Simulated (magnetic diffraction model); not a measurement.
## Nd3Ag4Ir4: the ordered moment from one line

Space group Immm (no. 71), a = 4.3130 Å, b = 6.9440 Å, c = 14.6880 Å.

| site | atom | x | y | z |
| --- | --- | --- | --- | --- |
| 4h | Ir | 1/2 | 0.1949 | 0 |
| 4j | Ir | 1/2 | 0 | 0.7143 |
| 4i | Nd | 1/2 | 1/2 | 0.6304 |
| 2d | Nd | 0 | 1/2 | 0 |
| 8l | Ag | 1/2 | 0.6893 | 0.8304 |

This is a made-up structure (elements placed in a structure type, unrelaxed), so the numbers test the method and describe no known phase.

Only Nd is taken to order (form factors of Nd3+); orders and moment sizes are assumed, and not adapted to the symmetry. Radiation: neutrons of λ = 4.2 Å (absorption by Ir left out), 5° to 80°; isotropic B of 0.44 Å² (Ir), 0.42 Å² (Nd) and 0.55 Å² (Ag). Simulated constant-wavelength pattern: nuclear and magnetic terms add, the magnetic one as |2.695 fm × Σ f S⊥ exp(2πi Q·r) exp(−B s²)|², summed over all Q at one angle with the factor 1/(sin²θ cos θ). For collinear order S is the moment m, which repeats by lattice and centring translations R with the sign exp(−2πi k·R). Free-ion form factors, Sears's scattering lengths of 1992, no absorption; a label names one of the reflections at its angle. The strongest nuclear line in the range is 100, and lines under 0.2 are left out.

In a first state the assumed order is k = (1 0 0), collinear moments along [001], 2.4 μB on Nd; signs + at (1/2, 1/2, 0.6304), + at (0, 0, 0.8696), + at (0, 1/2, 0), with this pattern:

```
2θ (°)    index  nuclear  magnetic
 33.23  (0 0 2)     18.1       0.0
 35.21  (0 1 0)      0.0      45.0
 39.09  (0 1 1)      1.9       0.0
 49.19  (0 1 2)      0.0     127.5
 58.27  (1 0 0)      0.0      18.0
 60.99  (1 0 1)     81.5       0.0
 63.31  (0 1 3)     74.5       0.0
 68.76  (1 0 2)      0.0     102.3
 69.77  (0 0 4)     97.5       0.0
 69.94  (1 1 0)    100.0       0.0
 72.42  (1 1 1)      0.0     150.9
 74.43  (0 2 0)     38.5       0.0
 76.85  (0 2 1)      0.0      69.7
 79.67  (1 1 2)      2.7       0.0
```

**Question.** Nearer the ordering temperature the line at 72.42° has total intensity 109.0 on the same scale, and all moments have shrunk alike. How large is the Nd moment?

The nuclear part, 0.0, stays, so the magnetic part is 109.0 against 150.9. It goes as m², so m = 2.4 × √(109.0/150.9) = 2.04 μB; the value used was 2.04 μB.

[Logs are printed without paths, hosts, clocks, repeated set-up lines and the standing remarks that a program may print on its own settings, such as how far it seeks lower states.]
